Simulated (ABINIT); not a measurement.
## Diamond (Fd-3m, 2 atoms a cell): G0W0 in ABINIT against the screening cutoff in the self-energy

How does the gap of Diamond (Fd-3m, 2 atoms a cell) converge in the screening cutoff in the self-energy?

Program: ABINIT 10.8.3. Level of theory: PBE and many-body steps on it, plane waves. Results are calculated unless marked as measured.

## (1) Starting point

It takes space group Fd-3m (No. 227, cubic). The conventional cell has a = 3.567 Å, b = 3.567 Å, c = 3.567 Å, α = 90.00°, β = 90.00°, γ = 90.00°. Nearest to C lie 4 C at 1.54 Å.

The cell and positions come from the Crystallography Open Database and are kept as given unless a step says otherwise.

## (2) Screening, 8×8×8 mesh, 210 bands, screening to 435.4 eV

This step: ABINIT 10.8.3; RPA screening on PBE, plane waves, norm-conserving pseudopotentials.

The RPA dielectric matrix is built and inverted for each q.

The input, run.abi:

```
acell 3*1.0 Angstrom
rprim 
  -0.000000000000 1.783370000000 1.783370000000
  1.783370000000 0.000000000000 1.783370000000
  1.783370000000 1.783370000000 0.000000000000
ntypat 1
znucl 6
natom 2
typat 1 1
xred 
  0.000000000000 0.000000000000 -0.000000000000
  0.250000000000 0.250000000000 0.250000000000
pp_dirpath "pseudos"
pseudos "C.upf"
ecut 37
ngkpt 8 8 8
nshiftk 1
shiftk 0 0 0
kptopt 1
chksymbreak 0
istwfk *1
occopt 1
irdwfk 1
optdriver 3
nband 210
ecuteps 16
inclvkb 2
awtr 1
symchi 1
indata_prefix "in"
outdata_prefix "out"
tmpdata_prefix "tmp"
```

Run with:

```sh
$ OMP_NUM_THREADS=1 mpirun -n 4 abinit run.abi > log
```

Log:

```text
.Version 10.8.3 of ABINIT. v10.8.2 released Aug 2026.

 Symmetries : space group Fd -3 m (#227); Bravais cF (face-center cubic)
[... echo of the input left out ...]
== DATASET  1 ==================================================================
-   mpi_nproc: 4, omp_nthreads: 1 (-1 if OMP is not activated)

--- !DatasetInfo
iteration_state: {dtset: 1, }
dimensions: {natom: 2, nkpt: 29, mband: 210, nsppol: 1, nspinor: 1, nspden: 1, mpw: 869, }
cutoff_energies: {ecut:  37.0, pawecutdg:  -1.0, }
electrons: {nelect:   8.00000000E+00, charge:   0.00000000E+00, occopt:   1.00000000E+00, tsmear:   1.00000000E-02, }

 SCREENING: Calculation of the susceptibility and dielectric matrices

 Based on a program developped by R.W. Godby, V. Olevano, G. Onida, and L. Reining.
 Incorporated in ABINIT by V. Olevano, G.-M. Rignanese, and M. Torrent.
.Using double precision arithmetic ; gwpc =  8

[... cell and pseudopotentials left out ...]
--------------------------------------------------------------------------------

 ==== K-mesh for the wavefunctions ====
 Number of points in the irreducible wedge :    29
[... list of points left out ...]
 Together with 48 symmetry operations and time-reversal symmetry
 yields   512 points in the full Brillouin Zone.

 ==== Q-mesh for the screening function ====
 Number of points in the irreducible wedge :    29
[... list of points left out ...]
 Together with 48 symmetry operations and time-reversal symmetry
 yields   512 points in the full Brillouin Zone.

 setmesh: FFT mesh size selected  =    24x   24x   24
          total number of points  =        13824

 vcoul_init : cutoff-mode = AUXILIARY_FUNCTION
 q-points for optical limit:   1
     1)      0.000010    0.000020    0.000030

- screening: taking advantage of time-reversal symmetry
- Maximum band index for partially occupied states nbvw = 4
- Remaining bands to be divided among processors   nbcw = 206
- Number of bands treated by each node ~51

 Number of electrons calculated from density =    8.0000; Expected =    8.0000
 average of density, n =  0.104505
 r_s =    1.3170
 omega_plasma =   31.1835 [eV]

 calculating chi0 at frequencies [eV] :
  1    0.000000E+00    0.000000E+00
  2    0.000000E+00    3.118352E+01

--------------------------------------------------------------------------------
  q-point number  1        q = ( 0.000000, 0.000000, 0.000000) [r.l.u.]
--------------------------------------------------------------------------------
[... chi0 elements left out ...]
 For q-point:  0.000010 0.000020 0.000030
  dielectric constant =   5.5091
  dielectric constant without local fields =   5.9491

  Average fulfillment of the sum rule on Im[epsilon] for q-point    1 :     99.09  [%]
[... wings left out ...]
  q-point number  2        q = ( 0.125000, 0.000000, 0.000000) [r.l.u.]
--------------------------------------------------------------------------------
[... chi0 elements left out ...]
  Average fulfillment of the sum rule on Im[epsilon] for q-point    2 :    100.81  [%]

 [... 27 further q-points ...]
```

Run time: 4.3 min. Hardware: 4 MPI ranks of AMD EPYC 9R45, shared host; peak memory 2.2 GiB.

This step gave:

- ε∞ with local fields, on this mesh, along the program's q direction: 5.509
- the same without local fields: 5.949
- plasma frequency: 31.18 eV
- plane waves in the screening matrix: 259

Local fields lower ε∞ by 7 %.

## (3) 1.6 Ha

This step: G0W0 on PBE, plane waves, norm-conserving pseudopotentials.

run.abi: that of step 2 with these lines changed.

```diff
@@ -23,8 +23,17 @@
 irdwfk 1
-optdriver 3
+optdriver 4
 nband 210
-ecuteps 16
-inclvkb 2
-awtr 1
-symchi 1
+gwcalctyp 0
+ecutsigx 37
+symsigma 1
+nkptgw 2
+kptgw 
+  0.0000000000 0.0000000000 0.0000000000
+  0.3750000000 0.3750000000 0.0000000000
+bdgw 
+  2 7
+  3 6
+ecuteps 1.6
+irdscr 1
+ppmodel 1
 indata_prefix "in"
```

Log:

```text
.Version 10.8.3 of ABINIT. v10.8.2 released Aug 2026.

 Symmetries : space group Fd -3 m (#227); Bravais cF (face-center cubic)
[... echo of the input left out ...]
== DATASET  1 ==================================================================
-   mpi_nproc: 4, omp_nthreads: 1 (-1 if OMP is not activated)

--- !DatasetInfo
iteration_state: {dtset: 1, }
dimensions: {natom: 2, nkpt: 29, mband: 210, nsppol: 1, nspinor: 1, nspden: 1, mpw: 869, }
cutoff_energies: {ecut:  37.0, pawecutdg:  -1.0, }
electrons: {nelect:   8.00000000E+00, charge:   0.00000000E+00, occopt:   1.00000000E+00, tsmear:   1.00000000E-02, }

 SIGMA: Calculation of the GW corrections

 Based on a program developped by R.W. Godby, V. Olevano, G. Onida, and L. Reining.
 Incorporated in ABINIT by V. Olevano, G.-M. Rignanese, and M. Torrent.
.Using double precision arithmetic ; gwpc =  8

[... cell and pseudopotentials left out ...]
--------------------------------------------------------------------------------

 ==== K-mesh for the wavefunctions ====
 Number of points in the irreducible wedge :    29
[... list of points left out ...]
 Together with 48 symmetry operations and time-reversal symmetry
 yields   512 points in the full Brillouin Zone.

 ==== Q-mesh for screening function ====
 Number of points in the irreducible wedge :    29
[... list of points left out ...]
 Together with 48 symmetry operations and time-reversal symmetry
 yields   512 points in the full Brillouin Zone.

 vcoul_init : cutoff-mode = AUXILIARY_FUNCTION
 q-points for optical limit:   1
     1)      0.000010    0.000020    0.000030
 setmesh: FFT mesh size selected  =    32x   32x   32
          total number of points  =        32768

 Number of electrons calculated from density =    8.0000; Expected =    8.0000
 average of density, n =  0.104505
 r_s =    1.3170
 omega_plasma =   31.1835 [eV]

 === KS Band Gaps ===
  >>>> For spin  1
   Minimum direct gap =   5.6255 [eV], located at k-point      :   0.0000  0.0000  0.0000
   Fundamental gap    =   4.1901 [eV], Top of valence bands at :   0.0000  0.0000  0.0000
                                       Bottom of conduction at :   0.3750  0.3750  0.0000
 SIGMA fundamental parameters:
 PLASMON POLE MODEL  1
 number of plane-waves for SigmaX                  869
 number of plane-waves for SigmaC and W              9
 number of plane-waves for wavefunctions           869
 number of bands                                   210
 number of independent spin polarizations            1
 number of spinorial components                      1
 number of k-points in IBZ                          29
 number of q-points in IBZ                          29
 number of symmetry operations                      48
 number of k-points in BZ                          512
 number of q-points in BZ                          512
 number of frequencies for dSigma/dE                 9
 frequency step for dSigma/dE [eV]                0.25
 number of omega for Sigma on real axis              0
 max omega for Sigma on real axis  [eV]           0.00
 zcut for avoiding poles [eV]                     0.10

 EPSILON^-1 parameters (SCR file):
 dimension of the eps^-1 matrix on file            259
 dimension of the eps^-1 matrix used                 9
 number of plane-waves for wavefunctions           869
 number of bands                                   210
 number of q-points in IBZ                          29
 number of frequencies                               2
 number of real frequencies                          1
 number of imag frequencies                          1

 matrix elements of self-energy operator (all in [eV])

 Perturbative Calculation

--- !SelfEnergy_ee
iteration_state: {dtset: 1, }
kpoint     : [   0.000,    0.000,    0.000, ]
spin       : 1
KS_gap     :    5.626
QP_gap     :    7.300
Delta_QP_KS:    1.675
data: !SigmaeeData |
     Band     E0 <VxcDFT>   SigX SigC(E0)      Z dSigC/dE  Sig(E)    E-E0       E
        2  10.293 -16.962 -19.293   2.438   0.856  -0.168 -16.871   0.092  10.385
        3  10.293 -16.962 -19.293   2.438   0.856  -0.168 -16.871   0.092  10.385
        4  10.293 -16.962 -19.293   2.438   0.856  -0.168 -16.871   0.092  10.385
        5  15.918 -15.643  -9.539  -4.040   0.856  -0.168 -13.876   1.767  17.685
        6  15.918 -15.643  -9.539  -4.040   0.856  -0.168 -13.876   1.767  17.685
        7  15.918 -15.643  -9.539  -4.040   0.856  -0.168 -13.876   1.767  17.685

--- !SelfEnergy_ee
iteration_state: {dtset: 1, }
kpoint     : [   0.375,    0.375,    0.000, ]
spin       : 1
KS_gap     :    9.944
QP_gap     :   11.487
Delta_QP_KS:    1.543
data: !SigmaeeData |
     Band     E0 <VxcDFT>   SigX SigC(E0)      Z dSigC/dE  Sig(E)    E-E0       E
        3   4.539 -15.969 -20.469   3.904   0.838  -0.193 -16.468  -0.500   4.039
        4   4.539 -15.969 -20.469   3.904   0.838  -0.193 -16.468  -0.500   4.039
        5  14.483 -14.094  -8.673  -4.208   0.860  -0.163 -13.051   1.044  15.526
        6  17.096 -13.238  -7.304  -4.724   0.859  -0.165 -12.199   1.039  18.136

== END DATASET(S) ==============================================================
================================================================================

 -outvars: echo values of variables after computation  --------
           etotal      0.0000000000E+00
            nband         210
             nkpt          29
          spgroup         227
 [... the other variables as echoed above ...]

 Calculation completed.
```

Elapsed: 3.4 s, on 4 MPI ranks; peak memory 1.2 GiB.

This step gave:

| Item | Value |
| --- | --- |
| G0W0 gap on the points computed | 5.141 eV |
| starting gap on the mesh | 4.190 eV |
| k of the valence top | 0, 0, 0 |
| k of the conduction bottom | 0.375, 0.375, 0 |
| Z at the valence top | 0.856 |
| Z at the conduction bottom | 0.86 |
| least direct G0W0 gap on the computed points | 7.300 eV |

## (4) 3.2 Ha

run.abi: that of step 3 with these lines changed.

```diff
@@ -35,3 +35,3 @@
   3 6
-ecuteps 1.6
+ecuteps 3.2
 irdscr 1
```

Log:

```text
.Version 10.8.3 of ABINIT. v10.8.2 released Aug 2026.

 Symmetries : space group Fd -3 m (#227); Bravais cF (face-center cubic)
[... echo of the input left out ...]
== DATASET  1 ==================================================================
-   mpi_nproc: 4, omp_nthreads: 1 (-1 if OMP is not activated)

--- !DatasetInfo
iteration_state: {dtset: 1, }
dimensions: {natom: 2, nkpt: 29, mband: 210, nsppol: 1, nspinor: 1, nspden: 1, mpw: 869, }
cutoff_energies: {ecut:  37.0, pawecutdg:  -1.0, }
electrons: {nelect:   8.00000000E+00, charge:   0.00000000E+00, occopt:   1.00000000E+00, tsmear:   1.00000000E-02, }

 SIGMA: Calculation of the GW corrections

 Based on a program developped by R.W. Godby, V. Olevano, G. Onida, and L. Reining.
 Incorporated in ABINIT by V. Olevano, G.-M. Rignanese, and M. Torrent.
.Using double precision arithmetic ; gwpc =  8

[... cell and pseudopotentials left out ...]
--------------------------------------------------------------------------------

 ==== K-mesh for the wavefunctions ====
 Number of points in the irreducible wedge :    29
[... list of points left out ...]
 Together with 48 symmetry operations and time-reversal symmetry
 yields   512 points in the full Brillouin Zone.

 ==== Q-mesh for screening function ====
 Number of points in the irreducible wedge :    29
[... list of points left out ...]
 Together with 48 symmetry operations and time-reversal symmetry
 yields   512 points in the full Brillouin Zone.

 vcoul_init : cutoff-mode = AUXILIARY_FUNCTION
 q-points for optical limit:   1
     1)      0.000010    0.000020    0.000030
 setmesh: FFT mesh size selected  =    32x   32x   32
          total number of points  =        32768

 Number of electrons calculated from density =    8.0000; Expected =    8.0000
[...]
number of omega for Sigma on real axis              0
 max omega for Sigma on real axis  [eV]           0.00
 zcut for avoiding poles [eV]                     0.10

 EPSILON^-1 parameters (SCR file):
 dimension of the eps^-1 matrix on file            259
 dimension of the eps^-1 matrix used                15
 number of plane-waves for wavefunctions           869
 number of bands                                   210
 number of q-points in IBZ                          29
 number of frequencies                               2
 number of real frequencies                          1
 number of imag frequencies                          1

 matrix elements of self-energy operator (all in [eV])

 Perturbative Calculation

--- !SelfEnergy_ee
iteration_state: {dtset: 1, }
kpoint     : [   0.000,    0.000,    0.000, ]
spin       : 1
KS_gap     :    5.626
QP_gap     :    7.219
Delta_QP_KS:    1.593
data: !SigmaeeData |
     Band     E0 <VxcDFT>   SigX SigC(E0)      Z dSigC/dE  Sig(E)    E-E0       E
        2  10.293 -16.962 -19.293   2.137   0.842  -0.188 -17.125  -0.162  10.130
        3  10.293 -16.962 -19.293   2.137   0.842  -0.188 -17.125  -0.162  10.130
        4  10.293 -16.962 -19.293   2.137   0.842  -0.188 -17.125  -0.162  10.130
[...]
--- !SelfEnergy_ee
iteration_state: {dtset: 1, }
kpoint     : [   0.375,    0.375,    0.000, ]
spin       : 1
KS_gap     :    9.944
QP_gap     :   11.462
Delta_QP_KS:    1.518
data: !SigmaeeData |
     Band     E0 <VxcDFT>   SigX SigC(E0)      Z dSigC/dE  Sig(E)    E-E0       E
[...]
5  14.483 -14.094  -8.673  -4.430   0.850  -0.176 -13.251   0.843  15.326
        6  17.096 -13.238  -7.304  -5.034   0.850  -0.177 -12.473   0.766  17.862

== END DATASET(S) ==============================================================
================================================================================

 -outvars: echo values of variables after computation  --------
           etotal      0.0000000000E+00
            nband         210
             nkpt          29
          spgroup         227
 [... the other variables as echoed above ...]

 Calculation completed.
```

It took 3.3 s on 4 MPI ranks; peak memory 1.2 GiB.

This step gave:

| Property | Result |
| --- | --- |
| G0W0 gap on the points computed | 5.196 eV |
| starting gap on the mesh | 4.190 eV |
| k of the valence top | 0, 0, 0 |
| k of the conduction bottom | 0.375, 0.375, 0 |
| Z at the valence top | 0.842 |
| Z at the conduction bottom | 0.85 |
| least direct G0W0 gap on the computed points | 7.219 eV |

## (5) 5.6 Ha

The self-energy is evaluated for the states that the input lists, and the levels follow from it, in one-shot runs by the linearised quasiparticle equation.

run.abi: that of step 4 with these lines changed.

```diff
@@ -35,3 +35,3 @@
   3 6
-ecuteps 3.2
+ecuteps 5.6
 irdscr 1
```

Log:

```text
.Version 10.8.3 of ABINIT. v10.8.2 released Aug 2026.

 Symmetries : space group Fd -3 m (#227); Bravais cF (face-center cubic)
[... echo of the input left out ...]
== DATASET  1 ==================================================================
-   mpi_nproc: 4, omp_nthreads: 1 (-1 if OMP is not activated)

--- !DatasetInfo
iteration_state: {dtset: 1, }
dimensions: {natom: 2, nkpt: 29, mband: 210, nsppol: 1, nspinor: 1, nspden: 1, mpw: 869, }
cutoff_energies: {ecut:  37.0, pawecutdg:  -1.0, }
[...]
Band     E0 <VxcDFT>   SigX SigC(E0)      Z dSigC/dE  Sig(E)    E-E0       E
[...]
5  14.483 -14.094  -8.673  -4.783   0.842  -0.187 -13.556   0.538  15.021
        6  17.096 -13.238  -7.304  -5.321   0.843  -0.186 -12.721   0.517  17.613

== END DATASET(S) ==============================================================
================================================================================

 -outvars: echo values of variables after computation  --------
           etotal      0.0000000000E+00
            nband         210
             nkpt          29
          spgroup         227
 [... the other variables as echoed above ...]

 Calculation completed.
```

It took 6.4 s on 4 MPI ranks; peak memory 1.2 GiB; 25 s of CPU time.

This step gave:

```
G0W0 gap on the points computed              : 5.444 eV
starting gap on the mesh                     : 4.190 eV
k of the valence top                         : 0, 0, 0
k of the conduction bottom                   : 0.375, 0.375, 0
least direct G0W0 gap on the computed points : 7.353 eV
```

The gap on the mesh goes from 4.19 eV to 5.44 eV, a correction of +1.25 eV.

(Continued in part 2 of 2.)

[Paths, hosts, dates, memory and timing lines, banners, echoed tables and standing remarks are left out of the program output.]

[Logs are printed without paths, hosts, clocks, repeated set-up lines and the standing remarks that a program may print on its own settings, such as how far it seeks lower states.]

[Runs of the session that timed out or met a known fault of the program may be left out.]

[No measured gap is set beside runs whose start may be inverted or whose files or cutoffs have a known fault.]

[Hosts, paths, dates, database ids (printed as entryN), source tags and the programs' standing remarks are cut or masked in the printed files.]

[G0W0 gaps are taken among the corrected bands and points alone; a level outside them can change the order at an edge.]

[Where Ansatz stands beside ABINIT at settings called matched, ABINIT's density can come from a denser mesh and the files from another edition; pairs whose starting gaps differed by over 0.03 eV were left out, so agreement reads better than it is.]
